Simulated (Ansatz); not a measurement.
## Lattice dynamics of YTl (Pm-3m)

Aim: the vibrations of YTl (Pm-3m), their spectra, and whether the structure is stable.

Calculated with Ansatz 0.2.0; DFT PBEsol, scalar-relativistic, plane waves, PAW; PAW set soft_1.

## 1. The structure

Symmetry: Pm-3m, No. 221, cubic system. Conventional cell: a = 3.751 Å, b = 3.751 Å, c = 3.751 Å, α = 90.00°, β = 90.00°, γ = 90.00°. Nearest to Y lie 8 Tl at 3.25 Å. Nearest to Tl lie 8 Y at 3.25 Å. Farther neighbours are not listed.

## 2. Relaxation

Harmonic phonons are second derivatives at a point where the forces vanish, and they are wanted at zero stress, so atoms and cell are relaxed first.

The input, input.yaml:

```yaml
crystal:
  lattice:
    - [3.751, 0.0, 0.0]
    - [0.0, 3.751, 0.0]
    - [0.0, 0.0, 3.751]
  atoms:
    - { symbol: "Y", position: [0.5, 0.5, 0.5] }
    - { symbol: Tl, position: [0.0, 0.0, 0.0] }
kpoints:
  mp_grid: { grid: [12, 12, 12] }
hamiltonian:
  xc: pbesol
  pseudopotentials: { kind: paw, azcp: { folder: soft_1 }, xc_functional: pbe }
scf:
  occupations: { method: gaussian, width: 0.1 }
output:
  forces: true
  stress: true
  eigenvalues: true
relax:
  adjacent_minimum: "off"
  f_tol: 0.005
  max_steps: 80
  cell: { stress_tol: 0.05 }
```

Run with:

```bash
$ ansatz run input.yaml --threads 4 --pin off --max-ram 10240MiB --backend cpu --events-out ev --progress --plain --runs-dir out
```

Numbers of over 12 decimals in the logs are rounded to 6 here.

The program printed:

```text
Engine: ansatz 0.2.0, aarch64-unknown-linux-gnu
Pseudopotentials: kind: paw
Pseudopotential: Y, paw, valence charge 11, recommended cutoff 420 eV (normal), soft_1/Y.paw.azcp
Pseudopotential: Tl, paw, valence charge 13, recommended cutoff 420 eV (normal), soft_1/Tl.paw.azcp
Functional definition: PBEsol
  exchange = pbesol_x
  correlation = pbesol_c
Crystal: 2 atoms, lattice volume = 52.777 Å³
Basis set: ecut = 420 eV, 1021 PW (Γ), exchange–correlation on 54×54×54 points (8 copies of the dense FFT grid, shifted against one another)
Bands: 16, of which v1, the nominal top of the filled ones, is band 12 counted from 1 (11 counted from 0)
Symmetry: 48 space group operations
Space group: Pm-3m (ITA 221), of the structure as read, at distance tolerance 3.8e-5 Å
k-points: 84 of 1728
Non-local potential: Y, projectors of the file, l = 0: 3, l = 1: 2, l = 2: 2, l = 3: 1
Non-local potential: Tl, projectors of the file, l = 0: 2, l = 1: 2, l = 2: 2, l = 3: 1
PAW form: soft (Blöchl's): semilocal exchange-correlation on the pseudo side does not see the compensation charge
PAW frozen core: Y, regenerated for the run's functional, and the local potential with it (the file was generated under x = pbe(κ = 0.804, μ = 0.219515), c = pbe(β = 0.066725))
PAW frozen core: Tl, regenerated for the run's functional, and the local potential with it (the file was generated under x = pbe(κ = 0.804, μ = 0.219515), c = pbe(β = 0.066725))
PAW one-centre angular grid: Y, 590 points (default); XC on 64 Gauss nodes
PAW one-centre angular grid: Tl, 590 points (default); XC on 64 Gauss nodes
Initial density: superposition of atomic densities (chi_scale 0.1, normalization cell, long waves kept (reshape's long-wave potential 0.00 eV rms))
Initial wavefunctions: pseudopotential atomic-orbital guess
Functional: x = pbesol(κ = 0.804, μ = 0.123457), c = pbesol(β = 0.046)
SCF iter   1: F=—  HF=-15094.083165 eV  |F-HF|=—  |Δ(HF+E_count)|=         —  Δρ=3.64e-2  dr2=1.11e0  ethr=3.10e-3  ⟨swp⟩=5.3  Hψ=5928  notcnv=0
preconditioner: auto → Kerker (q_TF=auto, 2.393 Å⁻¹)  [metal: Δε(μ)=0.048 eV  Ē_g=13.736 eV  σ=0.100 eV  W_gap=0.26  n_scr=18 (ndim 8)  ℏωp=24.0 eV  f_vac=0.000  D(μ)=1.23/eV (n_scr^D=6)]
SCF iter   2: F=—  HF=-15093.757699 eV  |F-HF|=—  |Δ(HF+E_count)|=   3.25e-1  Δρ=1.65e-2  dr2=2.24e-1  ethr=3.10e-3  ⟨swp⟩=2.1  Hψ=2759  notcnv=0
SCF iter   3: F=—  HF=-15093.692982 eV  |F-HF|=—  |Δ(HF+E_count)|=   6.47e-2  Δρ=4.86e-3  dr2=1.18e-2  ethr=9.35e-4  ⟨swp⟩=2.0  Hψ=2373  notcnv=0
SCF iter   4: F=—  HF=-15093.689914 eV  |F-HF|=—  |Δ(HF+E_count)|=   3.07e-3  Δρ=7.01e-4  dr2=2.13e-4  ethr=4.90e-5  ⟨swp⟩=2.5  Hψ=2249  notcnv=0
SCF iter   5: F=—  HF=-15093.689927 eV  |F-HF|=—  |Δ(HF+E_count)|=   1.23e-5  Δρ=1.20e-4  dr2=1.10e-5  ethr=8.87e-7  ⟨swp⟩=2.9  Hψ=2072  notcnv=0
SCF iter   6: F=—  HF=-15093.689923 eV  |F-HF|=—  |Δ(HF+E_count)|=   3.90e-6  Δρ=2.85e-5  dr2=5.01e-7  ethr=4.59e-8  ⟨swp⟩=3.0  Hψ=2326  notcnv=0
SCF iter   7: F=-15093.689923 eV  HF=-15093.689923 eV  |F-HF|=1.77e-9  |Δ(HF+E_count)|=   3.77e-8  Δρ=4.82e-6  dr2=8.69e-9  ethr=4.17e-10  ⟨swp⟩=5.0  Hψ=5409  notcnv=0
SCF 1 converged in 7 iterations: F = -15093.689923 eV  dr2 = 8.69e-9
  greatest PAW one-centre occupation: 0.992 electrons in one spin orbital (limit 2), on the Y atom at site 0 (counted from 0), in its partial waves of l = 0
relax step   1: F+E_penalty+E_count = -15093.68992273 eV  Δ(F+E_penalty+E_count) = +0.000e0 eV  max|allowed force component| = 2.495e-29 eV/Å  Δτ_max = 0.0000 Å  P = -0.728 GPa  Ω = 52.777 Å³  (7 SCF iters, dr2 threshold 1.00e-7 eV, accepted)
Crystal: 2 atoms, lattice volume = 51.886 Å³
Initial density: handed on by an earlier stage of this run
Initial wavefunctions: those handed on with the density
iter 1 solved again at ethr=8.07e-6 eV; its pass at ethr=3.10e-3 eV (dr2=1.94e-3 eV) is discarded
SCF iter   1: F=—  HF=-15093.691876 eV  |F-HF|=—  |Δ(HF+E_count)|=         —  Δρ=1.21e-3  dr2=2.01e-3  ethr=8.07e-6  ⟨swp⟩=1.7  Hψ=8191  notcnv=0
preconditioner: auto → Kerker (q_TF=auto, 2.399 Å⁻¹)  [metal: Δε(μ)=0.024 eV  Ē_g=14.517 eV  σ=0.100 eV  W_gap=0.14  n_scr=18 (ndim 8)  ℏωp=24.2 eV  f_vac=0.000  D(μ)=1.62/eV (n_scr^D=6)]
SCF iter   2: F=—  HF=-15093.691389 eV  |F-HF|=—  |Δ(HF+E_count)|=   4.86e-4  Δρ=6.21e-4  dr2=5.33e-4  ethr=8.07e-6  ⟨swp⟩=1.9  Hψ=1634  notcnv=0
SCF iter   3: F=—  HF=-15093.691206 eV  |F-HF|=—  |Δ(HF+E_count)|=   1.84e-4  Δρ=1.19e-4  dr2=1.37e-5  ethr=2.22e-6  ⟨swp⟩=2.3  Hψ=1751  notcnv=0
SCF iter   4: F=—  HF=-15093.691195 eV  |F-HF|=—  |Δ(HF+E_count)|=   1.07e-5  Δρ=2.57e-5  dr2=1.90e-7  ethr=8.33e-10  ⟨swp⟩=4.1  Hψ=6925  notcnv=0
SCF iter   5: F=-15093.691195 eV  HF=-15093.691195 eV  |F-HF|=8.51e-10  |Δ(HF+E_count)|=   5.40e-8  Δρ=2.77e-6  dr2=2.70e-9  ethr=7.91e-10  ⟨swp⟩=2.1  Hψ=5031  notcnv=0
SCF 2 converged in 5 iterations: F = -15093.691195 eV  dr2 = 2.70e-9
relax step   2: F+E_penalty+E_count = -15093.69119523 eV  Δ(F+E_penalty+E_count) = -1.272e-3 eV  max|allowed force component| = 2.432e-30 eV/Å  Δτ_max = 0.0000 Å  P = +0.307 GPa  Ω = 51.886 Å³  energy of the carried Pulay correction = +5.946e-5 eV  (5 SCF iters, dr2 threshold 2.00e-7 eV, accepted)
Crystal: 2 atoms, lattice volume = 52.147 Å³
iter 1 solved again at ethr=5.87e-7 eV; its pass at ethr=3.10e-3 eV (dr2=1.41e-4 eV) is discarded
SCF iter   1: F=—  HF=-15093.691485 eV  |F-HF|=—  |Δ(HF+E_count)|=         —  Δρ=3.62e-4  dr2=1.81e-4  ethr=5.87e-7  ⟨swp⟩=2.4  Hψ=7908  notcnv=0
preconditioner: auto → Kerker (q_TF=auto, 2.397 Å⁻¹)  [metal: Δε(μ)=0.009 eV  Ē_g=14.533 eV  σ=0.100 eV  W_gap=0.05  n_scr=18 (ndim 8)  ℏωp=24.1 eV  f_vac=0.000  D(μ)=1.64/eV (n_scr^D=18)]
SCF iter   2: F=—  HF=-15093.691439 eV  |F-HF|=—  |Δ(HF+E_count)|=   4.65e-5  Δρ=1.85e-4  dr2=4.77e-5  ethr=5.87e-7  ⟨swp⟩=2.4  Hψ=1814  notcnv=0
SCF iter   3: F=—  HF=-15093.691422 eV  |F-HF|=—  |Δ(HF+E_count)|=   1.66e-5  Δρ=3.64e-5  dr2=1.43e-6  ethr=1.99e-7  ⟨swp⟩=2.1  Hψ=1618  notcnv=0
SCF iter   4: F=-15093.691421 eV  HF=-15093.691421 eV  |F-HF|=3.36e-9  |Δ(HF+E_count)|=   5.26e-7  Δρ=8.29e-6  dr2=2.05e-8  ethr=8.33e-10  ⟨swp⟩=5.0  Hψ=5824  notcnv=0
SCF 3 converged in 4 iterations: F = -15093.691421 eV  dr2 = 2.05e-8
relax step   3: F+E_penalty+E_count = -15093.69142148 eV  Δ(F+E_penalty+E_count) = -2.263e-4 eV  max|allowed force component| = 1.118e-30 eV/Å  Δτ_max = 0.0000 Å  P = -0.006 GPa  Ω = 52.147 Å³  energy of the carried Pulay correction = +4.194e-5 eV  (4 SCF iters, dr2 threshold 2.00e-7 eV, accepted)
Basis set: ecut = 420 eV, 1021 PW (Γ), exchange–correlation on 50×50×50 points (8 copies of the dense FFT grid, shifted against one another)
Initial wavefunctions: pseudopotential atomic-orbital guess (no wavefunctions were taken with the density)
iter 1 solved again at ethr=5.84e-8 eV; its pass at ethr=3.10e-3 eV (dr2=1.40e-5 eV) is discarded
SCF iter   1: F=—  HF=-15093.691386 eV  |F-HF|=—  |Δ(HF+E_count)|=         —  Δρ=1.12e-5  dr2=2.46e-8  ethr=5.84e-8  ⟨swp⟩=3.0  Hψ=10129  notcnv=0
preconditioner: auto → Kerker (q_TF=auto, 2.397 Å⁻¹)  [metal: Δε(μ)=0.009 eV  Ē_g=14.524 eV  σ=0.100 eV  W_gap=0.05  n_scr=18 (ndim 8)  ℏωp=24.1 eV  f_vac=0.000  D(μ)=1.64/eV (n_scr^D=18)]
SCF iter   2: F=—  HF=-15093.691379 eV  |F-HF|=—  |Δ(HF+E_count)|=   7.47e-6  Δρ=6.62e-6  dr2=9.15e-9  ethr=1.03e-10  ⟨swp⟩=2.0  Hψ=2353  notcnv=0
SCF iter   3: F=—  HF=-15093.691379 eV  |F-HF|=—  |Δ(HF+E_count)|=   3.99e-9  Δρ=7.49e-7  dr2=2.63e-10  ethr=3.81e-11  ⟨swp⟩=2.2  Hψ=2354  notcnv=0
SCF iter   4: F=-15093.691379 eV  HF=-15093.691379 eV  |F-HF|=3.64e-12  |Δ(HF+E_count)|=  6.55e-11  Δρ=2.70e-7  dr2=1.60e-11  ethr=1.00e-12  ⟨swp⟩=3.2  Hψ=5840  notcnv=0
SCF 4 converged in 4 iterations: F = -15093.691379 eV  dr2 = 1.60e-11
relax step   4: F+E_penalty+E_count = -15093.69137900 eV  Δ(F+E_penalty+E_count) = +4.249e-5 eV  max|allowed force component| = 1.183e-30 eV/Å  Δτ_max = 0.0000 Å  P = -0.006 GPa  Ω = 52.147 Å³  stress off target by 5.84e-3 GPa  SCF on the basis re-selected at this cell (its energy is not comparable with the rows above)  (4 SCF iters)
basis re-selected at this cell: Δ(F+E_penalty+E_count) = +4.249e-5 eV, ΔP = -0.000 GPa vs the last step (what re-selecting the basis moved, of the pressure what is left beyond the Pulay correction that the steps carried, after the strain that the cell walked since its last selection, with what the two solves' SCF thresholds leave and, on support functions, any second-order correction that the steps lacked; it is no measure of the basis error at this ecutwfc). The dense FFT grid was sized anew with the basis: this SCF ran on 25×25×25 points, the steps before it on 27×27×27, so part of this shift can come from that change (see relax.cell in the input reference). [rest of the remark cut]
SCF converged after 4 iterations
Free energy (F): -15093.691379 eV
Harris-Foulkes:  -15093.691379 eV  (|F-HF|=3.64e-12)
Internal energy: -15093.683186 eV  (E = F + TS)
E sigma→0 (E₀):  -15093.687283 eV
Entropy (-TS):   -0.008193 eV (-4.096 meV/atom)
Fermi energy:    12.256454 eV
--- Per-component energies (eV) ---
  E_band       = -64.233877
  E_kinetic    = 585.386075
  E_local      = -1277.599589  (includes V_loc(G=0)·N_el)
  E_nonlocal   = 343.193303
  E_hartree    = 447.712082
  E_xc         = -362.468649
  E_vxc        = -329.788422  (∫ρ·V_xc dr)
  E_paw        = -12802.421733  (= ΣΔE_a)
  E_vpaw       = -280.849322  (= ΣTr[D̂ρ^β])
  E_aug_tail   = -0.000020  (compensation charges beyond the density's cutoff)
  E_ewald      = -2027.671761
  E_core_change = 0.187106  (= ΣΔE_core)
  E_smearing   = -0.008193  (= −TS)
  E_closure    = 0.000000  (closes the sum)
  Σ components = -15093.691379   (vs F -15093.691379, Δ=0.00e0)
--- Forces (eV/Å), atoms counted from 1 ---
  atom   1  Y      0.00000000     0.00000000     0.00000000
  atom   2  Tl    -0.00000000     0.00000000     0.00000000
  max |Σ_I F_I| component: 1.84e-30 eV/Å
--- Stress (GPa, compression-positive) ---
       -0.005840       0.000000       0.000000
        0.000000      -0.005840      -0.000000
        0.000000      -0.000000      -0.005840
  P = ⅓ Tr σ = -0.0058 GPa (-0.058 kbar)
--- Band table (eV; the first three rows and the last of 84) ---
  k-point 0: bands = [... 8 lower, 0.8143, 3.1707, 12.1314, 12.1314, 15.3952, 15.3952, 15.3952, 15.8433]
  k-point 1: bands = [... 8 lower, 0.8158, 3.2603, 12.0322, 12.1392, 14.8201, 14.8201, 14.9484, 15.8352]
  k-point 2: bands = [... 8 lower, 0.8199, 3.5247, 11.5361, 12.1608, 14.1636, 14.1636, 14.5511, 15.8129]
  k-point 83: bands = [... 8 lower, 1.0549, 7.9548, 9.7073, 9.7073, 9.7073, 16.5857, 16.5857, 16.5857]
--- Relaxed structure (3 steps of the walk, 3 accepted, 1 SCFs on fresh bases) ---
  F+E_penalty+E_count = -15093.69137900 eV   max|allowed force component| = 1.183e-30 eV/Å   (the final SCF, on the basis selected at the relaxed cell)
  cell:  # Å, volume = 52.1471 Å³
    - [3.736027, 0, 0]
    - [0, 3.736027, 0]
    - [0, 0, 3.736027]
  atoms:
    - { symbol: Y, position: [0.5, 0.5, 0.5] }
    - { symbol: Tl, position: [0, 0, 0] }
```

The job ended after 4 s (4 threads of Arm Neoverse V2, shared host; peak memory 0.4 GiB; 14 s of CPU time).

Relaxation path:

```tsv
step	energy less that of the first step (eV)	largest force component (eV/Å)	pressure (GPa)	volume (Å³)
1	0.0000	0.0000	-0.73	52.78
2	-0.0013	0.0000	0.31	51.89
3	-0.0015	0.0000	-0.01	52.15
4*	-0.0015	0.0000	-0.01	52.15
```

Relaxation steps marked * repeat the geometry before them on a plane-wave basis chosen anew for their cell, so energy and pressure can jump there.

The run keeps the 48 symmetry operations that it works with, so distortions that break them were not tested.

```tsv
conventional cell, symmetrised	before	after	change
a (Å)	3.751	3.736	-0.4 %
b (Å)	3.751	3.736	-0.4 %
c (Å)	3.751	3.736	-0.4 %
volume (Å³/atom)	26.39	26.07	-1.2 %
```

The relaxed structure:

```xyz
2
Lattice="3.7360 0.0000 0.0000 0.0000 3.7360 0.0000 0.0000 0.0000 3.7360" Properties=species:S:1:pos:R:3 pbc="T T T"
Y     1.8680    1.8680    1.8680
Tl    0.0000    0.0000    0.0000
```

Numbers from this step:

| Property | Result |
| --- | --- |
| pressure | -0.005840 GPa |
| volume per atom | 26.07 Å³ |
| gap on the k-mesh | 0 eV |

In this step the volume went from 26.39 to 26.07 Å³/atom.

## 3. Relaxing to small forces for the phonons

Phonons need a cell at rest on their own settings, so the relaxation is repeated with tight tolerances on forces and stress on the k mesh and occupations of the first response run.

input.yaml, the sections that differ from step 2:

```yaml
crystal:
  lattice:
    - [3.7360273614, 0.0, 0.0]
    - [0.0, 3.7360273614, 0.0]
    - [0.0, 0.0, 3.7360273614]
  atoms:
    - { symbol: "Y", position: [0.5, 0.5, 0.5] }
    - { symbol: Tl, position: [0.0, 0.0, 0.0] }
scf:
  occupations: { method: methfessel_paxton, width: 0.2 }
relax:
  adjacent_minimum: "off"
  f_tol: 0.001
  max_steps: 60
  cell: { stress_tol: 0.01 }
# kpoints, hamiltonian, output: as in step 2
```

The program printed:

```text
[...]
Crystal: 2 atoms, lattice volume = 52.147 Å³
Basis set: ecut = 420 eV, 1021 PW (Γ), exchange–correlation on 50×50×50 points (8 copies of the dense FFT grid, shifted against one another)
Bands: 16, of which v1, the nominal top of the filled ones, is band 12 counted from 1 (11 counted from 0)
Symmetry: 48 space group operations
[...]
k-points: 84 of 1728
[...]
k-point 83: bands = [... 8 lower, 1.0604, 7.9615, 9.7125, 9.7125, 9.7125, 16.5951, 16.5951, 16.5951]
--- Relaxed structure (3 steps of the walk, 3 accepted, 1 SCFs on fresh bases) ---
[...]
cell:  # Å, volume = 52.1235 Å³
    - [3.735465, 0, 0]
    - [0, 3.735465, 0]
    - [0, 0, 3.735465]
  atoms:
    - { symbol: Y, position: [0.5, 0.5, 0.5] }
    - { symbol: Tl, position: [0, 0, 0] }
[key lines of the parts left out:]
SCF converged after 4 iterations
Free energy (F): -15093.688375 eV
Fermi energy:    12.266980 eV
P = ⅓ Tr σ = -0.0000 GPa (-0.000 kbar)
```

Run time: 3.7 s. Hardware: 4 threads; peak memory 0.39 GiB; 13 s of CPU time.

Little changed from the start: no atom moved by 0.005 Å and no cell edge by 0.1 %.

Numbers from this step:

```
pressure        : -3.17e-5 GPa
volume per atom : 26.06 Å³
```

The forces vanish by symmetry and the pressure is 0.000 GPa, within the tolerances set. The cell now holds 26.06 Å³/atom.

## 4. Linear response at the zone centre

The zone centre comes first: it holds the modes that light can see, as far as symmetry allows. No field response is asked, since the mesh shows no gap.

input.yaml, the sections that differ from step 3:

```yaml
crystal:
  lattice:
    - [3.7354647637, 0.0, 0.0]
    - [0.0, 3.7354647637, 0.0]
    - [0.0, 0.0, 3.7354647637]
  atoms:
    - { symbol: "Y", position: [0.5, 0.5, 0.5] }
    - { symbol: Tl, position: [0.0, 0.0, 0.0] }
output:
  eigenvalues: true
phonons:
  method: dfpt
# kpoints, hamiltonian, scf: as in step 3
# relax: removed
```

The program printed:

```text
[...]
Crystal: 2 atoms, lattice volume = 52.124 Å³
Basis set: ecut = 420 eV, 1021 PW (Γ), exchange–correlation on 50×50×50 points (8 copies of the dense FFT grid, shifted against one another)
Bands: 16, of which v1, the nominal top of the filled ones, is band 12 counted from 1 (11 counted from 0)
Symmetry: 48 space group operations
k-points: 196 of 1728 (irreducible under 8 space group operations, time reversal used)
[...]
SCF iter   1: F=—  HF=-15094.093209 eV  |F-HF|=—  |Δ(HF+E_count)|=         —  Δρ=3.71e-2  dr2=1.14e0  ethr=3.10e-3  ⟨swp⟩=5.0  Hψ=13590  notcnv=0
[...]
SCF iter  10: F=-15093.688375 eV  HF=-15093.688375 eV  |F-HF|=9.09e-12  |Δ(HF+E_count)|=  3.64e-12  S|Δr|=    0.00e0  Δρ=2.45e-8  dr2=2.87e-13  ethr=1.00e-12  ⟨swp⟩=5.0  Hψ=12565  notcnv=0
the search or the solves at the SCF's close seem to have found levels that the self-consistency loop had missed (the run counts 5). By its estimate they hold under 1e-12 electrons; where the run keeps them, the occupations were computed again with them
SCF 1 converged in 10 iterations: F = -15093.688375 eV  dr2 = 2.87e-13
[...]
DFPT response loops at Γ: preconditioner auto → Kerker (q_TF=auto, 2.397 Å⁻¹) (partly filled bands, converged f_vac=0.000); β = 1.00, the filter's whole step (`scf.mixing.beta` (0.50) is not read by the response loops under this deck's `scf.mixing.preconditioner`; to damp them name `kerker` or `kerker_dos`, under which they read `scf.mixing.beta`, and type it under 1.00, their step now; both keys bind the ground state too); Broyden in place of MSR1
SCF converged after 10 iterations
[...]
Free energy (F): -15093.688375 eV
[...]
Internal energy: -15093.685868 eV  (E = F + TS)
E sigma→0 (E₀):  -15093.687749 eV
Entropy (-TS):   -0.002507 eV (-1.254 meV/atom)
Fermi energy:    12.266980 eV
[...]
--- Band table (eV; the first three rows and the last of 196) ---
  k-point 0: bands = [... 8 lower, 0.8195, 3.1749, 12.1381, 12.1381, 15.4030, 15.4030, 15.4030, 15.8523]
  k-point 1: bands = [... 8 lower, 0.8210, 3.2645, 12.0390, 12.1459, 14.8280, 14.8280, 14.9565, 15.8441]
  k-point 2: bands = [... 8 lower, 0.8251, 3.5291, 11.5428, 12.1675, 14.1712, 14.1712, 14.5593, 15.8218]
  k-point 195: bands = [... 8 lower, 1.0604, 7.9615, 9.7125, 9.7125, 9.7125, 16.5951, 16.5951, 16.5951]
--- Phonons (Γ-DFPT): 2 representative perturbations + reference, on 196 of 1728 k-points (Σ response iterations 6) ---
  k mesh reduced under 8 symmetry operations, with k and −k counted as one. Each operation leaves every solved perturbation unchanged. A smaller set is not used because it would not reduce the number of displacements times k-points to solve
  ASR residual: 5.739e-6 → 0.000e0 eV/Å²; symmetrization residual: 3.101e-5 eV/Å²
  ASR residual per site (eV/Å²): 5.74e-6 2.13e-6
  Γ frequencies (cm⁻¹): 0.00 0.00 0.00 101.54 101.54 101.54
  non-analytic LO–TO correction: not included (Born effective charges unavailable; polar crystals: no LO–TO splitting at Γ)
```

It took 11 s on 4 threads; peak memory 0.76 GiB; 40 s of CPU time.

Reading the cycles: dr2 is the Hartree energy of the density residual (eV), the measure of convergence; HF is the Harris–Foulkes estimate of the energy, which meets the free energy F at convergence.

This step gave:

```
sum-rule residual before enforcement                    : 5.74e-6 eV/Å²
point group                                             : m-3m
highest optical mode at the zone centre (no LO-TO term) : 101.5 cm⁻¹
lowest optical zone-centre mode                         : 101.5 cm⁻¹
```

Patterns of degenerate modes are one choice out of their space. Modes at Γ, with each element's share of the kinetic energy:

```tsv
mode	frequency (cm⁻¹)	symmetry	Y %	Tl %
1	0.0	acoustic	30	70
2	0.0	acoustic	30	70
3	0.0	acoustic	30	70
4	101.5	T1u	70	30
5	101.5	T1u	70	30
6	101.5	T1u	70	30
```

Displacements in mode 6 (101.5 cm⁻¹), the largest set to 1:
```
Y1   0.00  0.00  1.00
Tl2  0.00  0.00 -0.44
```

Before it was imposed, the acoustic sum rule was missed by 5.7e-6 eV/Å². Small misses are needed for a sound result but don't prove that mesh and cutoff are converged. The lowest optical mode is real, 102 cm⁻¹.

[end of part 1 of 2]

[Logs are printed without paths, hosts, clocks, repeated set-up lines and the standing remarks that a program may print on its own settings, such as how far it seeks lower states.]

[Hosts, paths, dates, database ids (printed as entryN), source tags and the programs' standing remarks are cut or masked in the printed files.]
